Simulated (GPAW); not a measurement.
# Cl/Ti(0001): work function by functional and basis, part 2 of 2

How far do functional and basis move the work function of Cl/Ti(0001)?

GPAW 26.7.0; GPAW, PAW setups; slab in vacuum, relaxation (the session's first sound run).

So far, upper work function (eV): step 2 (relaxing the atoms, PBE, GPAW) 4.33; step 4 (self-consistent run: xc = "LDA") 4.62; step 5 (OptPBE vdW: xc = "optPBE-vdW", GPAW, PAW setups, GPAW) 4.62; step 6 (self-consistent run: xc = "RPBE") 4.22; step 7 (self-consistent run: xc = "revPBE") 4.22.

**8. Self-consistent run: xc = "vdW-DF2"**

The same geometry under vdW-DF2, to see how far the functional moves the levels against the vacuum (the van der Waals functionals take revPBE setups).

Input file run.py:

```python
import json
import numpy as np
from ase import Atoms
from gpaw import GPAW, PW

slab = Atoms(
    ['Ti', 'Ti', 'Ti', 'Ti', 'Cl'],
    positions=[
        [2.95000, 1.70318, 7.00000],
        [0.00000, 0.00000, 9.34230],
        [2.95000, 1.70318, 11.71263],
        [0.00000, -0.00000, 14.00487],
        [2.95000, 1.70318, 15.73467]],
    cell=[[2.95, 0.0, 0.0], [1.475, 2.55477, 0.0], [0.0, 0.0, 23.18726]],
    pbc=[True, True, False])

slab.calc = GPAW(mode=PW(400), xc='vdW-DF2', kpts={'size': (12, 12, 1), 'gamma': True},
                 occupations={'name': 'fermi-dirac', 'width': 0.1}, nbands='160%',
                 convergence={'density': 1e-05}, maxiter=200,
                 poissonsolver={'dipolelayer': 'xy'},
                 symmetry={'tolerance': 1e-3}, txt='slab.txt')
result = {}
energy = slab.get_potential_energy()
fermi = slab.calc.get_fermi_level()
v = slab.calc.get_electrostatic_potential().mean((0, 1)) - fermi
n = slab.calc.get_pseudo_density().mean((0, 1))
L = slab.cell[2, 2]
z = np.arange(len(v)) * L / len(v)
low, high = slab.positions[:, 2].min(), slab.positions[:, 2].max()
below, above = np.interp([low - 4.8, high + 4.8], z, v)
slopes = [np.interp(x, z, np.gradient(v, z)) for x in (low - 4.8, high + 4.8)]
eps = np.array([[slab.calc.get_eigenvalues(k, s) for k in range(len(slab.calc.get_ibz_k_points()))]
                for s in range(slab.calc.get_number_of_spins())]) - fermi
top, bottom = eps[eps < 0].max(), eps[eps > 0].min()
dipole = slab.get_dipole_moment()[2]
print(f'energy {energy:.4f} eV, Fermi level {fermi:.4f} eV, dipole {dipole:.5f} e A')
print(f'potential 4.8 A off the faces, from the Fermi level: lower {below:.4f} eV, upper {above:.4f} eV')
print(f'slope of the potential there: lower {slopes[0]:.5f}, upper {slopes[1]:.5f} eV/A')
print(f'nearest levels on the mesh: {top:.4f} and {bottom:.4f} eV')
print('magnetic moment', round(slab.get_magnetic_moment(), 3))
result.update(energy=energy, fermi=fermi, dipole=dipole, below=below, above=above, slopes=slopes, edges=[top, bottom],
              z=z.tolist(), v=v.tolist(), n=n.tolist(), positions=slab.positions.tolist(),
              forces=slab.get_forces(apply_constraint=False).tolist(), moments=slab.get_magnetic_moments().tolist())
json.dump(result, open('result.json', 'w'))
```

Launch:

```bash
$ OMP_NUM_THREADS=1 OPENBLAS_NUM_THREADS=1 python run.py
```

The job ended after 2.4 min (1 thread of Arm Neoverse V1, shared host; peak memory 0.33 GiB).

This step gave:

* dipole along the normal: -0.009910 e·Å
* levels nearest the Fermi level on the mesh: -0.02559, 0.03823 eV from the Fermi level
* upper work function: 4.864 eV
* lower work function: 4.623 eV

The upper face's work function is 4.864 eV, against 4.333 eV in the first plane-wave PBE run at this geometry.

**9. Real-space grid: mode = "fd"**

A real-space grid is a second complete basis, so it checks the plane-wave result.

run.py: that of step 8 with these lines changed.

```diff
@@ -3,3 +3,3 @@
 from ase import Atoms
-from gpaw import GPAW, PW
+from gpaw import GPAW
 
@@ -16,3 +16,3 @@
 
-slab.calc = GPAW(mode=PW(400), xc='vdW-DF2', kpts={'size': (12, 12, 1), 'gamma': True},
+slab.calc = GPAW(mode='fd', h=0.18, xc='PBE', kpts={'size': (12, 12, 1), 'gamma': True},
                  occupations={'name': 'fermi-dirac', 'width': 0.1}, nbands='160%',
```

It took 10 min on 1 thread; peak memory 0.85 GiB.

Numbers from this step:

| Item | Value |
| --- | --- |
| dipole along the normal | 0.002837 e·Å |
| levels nearest the Fermi level on the mesh | -0.02194, 0.03304 eV from the Fermi level |
| upper work function | 4.337 eV |
| lower work function | 4.403 eV |

The upper face's work function is 4.337 eV, against 4.333 eV in the first plane-wave PBE run at this geometry.

**10. Atomic orbitals: mode = "lcao"**

Atom-centred orbitals end a few angstrom from the surface, which tests how much the density's tail matters.

run.py: that of step 9 with these lines changed.

```diff
@@ -16,4 +16,4 @@
 
-slab.calc = GPAW(mode='fd', h=0.18, xc='PBE', kpts={'size': (12, 12, 1), 'gamma': True},
-                 occupations={'name': 'fermi-dirac', 'width': 0.1}, nbands='160%',
+slab.calc = GPAW(mode='lcao', basis='dzp', h=0.18, xc='PBE', kpts={'size': (12, 12, 1), 'gamma': True},
+                 occupations={'name': 'fermi-dirac', 'width': 0.1}, nbands='120%',
                  convergence={'density': 1e-05}, maxiter=200,
```

Elapsed: 21 min, on 1 thread; peak memory 0.39 GiB.

Numbers from this step:

* dipole along the normal: 0.003229 e·Å
* levels nearest the Fermi level on the mesh: -0.02069, 0.03126 eV from the Fermi level
* upper work function: 4.317 eV
* lower work function: 4.393 eV

The upper face's work function is 4.317 eV, against 4.333 eV in the first plane-wave PBE run at this geometry.

**11. Cost and result by level**

Times are for 1 thread of Arm Neoverse V1, shared host. The runs compared:

```csv
no.,run,upper work function (eV),lower work function (eV),time,memory (GiB)
1,pw,4.333,4.407,2.1 min,0.21
2,LDA,4.616,4.589,2 min,0.21
3,optPBE vdW,4.617,4.548,2.4 min,0.33
4,RPBE,4.220,4.296,2.2 min,0.21
5,revPBE,4.218,4.306,2.2 min,0.21
6,vdW DF2,4.864,4.623,2.4 min,0.33
7,fd,4.337,4.403,10 min,0.85
8,lcao,4.317,4.393,21 min,0.39
```

**12. Side by side**

Results and costs are gathered.

This step: comparison of work functions, dipole and cost (GPAW 26.7.0).

Ladder, by row:

```csv
step,code,"work function, upper (eV)","work function, lower (eV)",dipole (e Å),wall time (s),peak memory (GiB),threads
pw,GPAW,4.333,4.407,0.003163,124.9,0.21,1
LDA,GPAW,4.616,4.589,-0.001083,121.9,0.21,1
optPBE-vdW,GPAW,4.617,4.548,-0.002757,145.4,0.33,1
RPBE,GPAW,4.22,4.296,0.003234,130.3,0.21,1
revPBE,GPAW,4.218,4.306,0.003738,130.3,0.21,1
vdW-DF2,GPAW,4.864,4.623,-0.00991,143.6,0.33,1
fd,GPAW,4.337,4.403,0.002837,604.3,0.85,1
lcao,GPAW,4.317,4.393,0.003229,1251,0.39,1
```

**13. What came out**

| Quantity | Value |
| --- | --- |
| work function, upper and lower face | 4.333 and 4.407 eV |
| dipole along the normal | 0.00316 e Å |

With plane waves and PBE the work function is 4.33 eV on the upper face and 4.41 eV on the lower. The two faces differ by 0.074 eV, the step that the slab's dipole makes (e p/(ε0 A) gives 0.076 eV), so the dipole layer is needed. Over the sound runs of the table the upper face's work function spans 4.218 (revPBE) to 4.864 eV (vdW-DF2). The cell of 7.54 Å² holds one Cl, started on one chosen site; other sites and coverages weren't tried. The runs had no spin polarisation, so a magnetic state, which thin layers of d-metal atoms can have, wasn't tested. The in-plane lattice was kept as typed, which isn't the functional's own and leaves some strain; spin-orbit coupling and temperature are left out.

[Logs are printed without paths, hosts, clocks, repeated set-up lines and the standing remarks that a program may print on its own settings, such as how far it seeks lower states.]

[Hosts, paths, dates, database ids (printed as entryN), source tags and the programs' standing remarks are cut or masked in the printed files.]
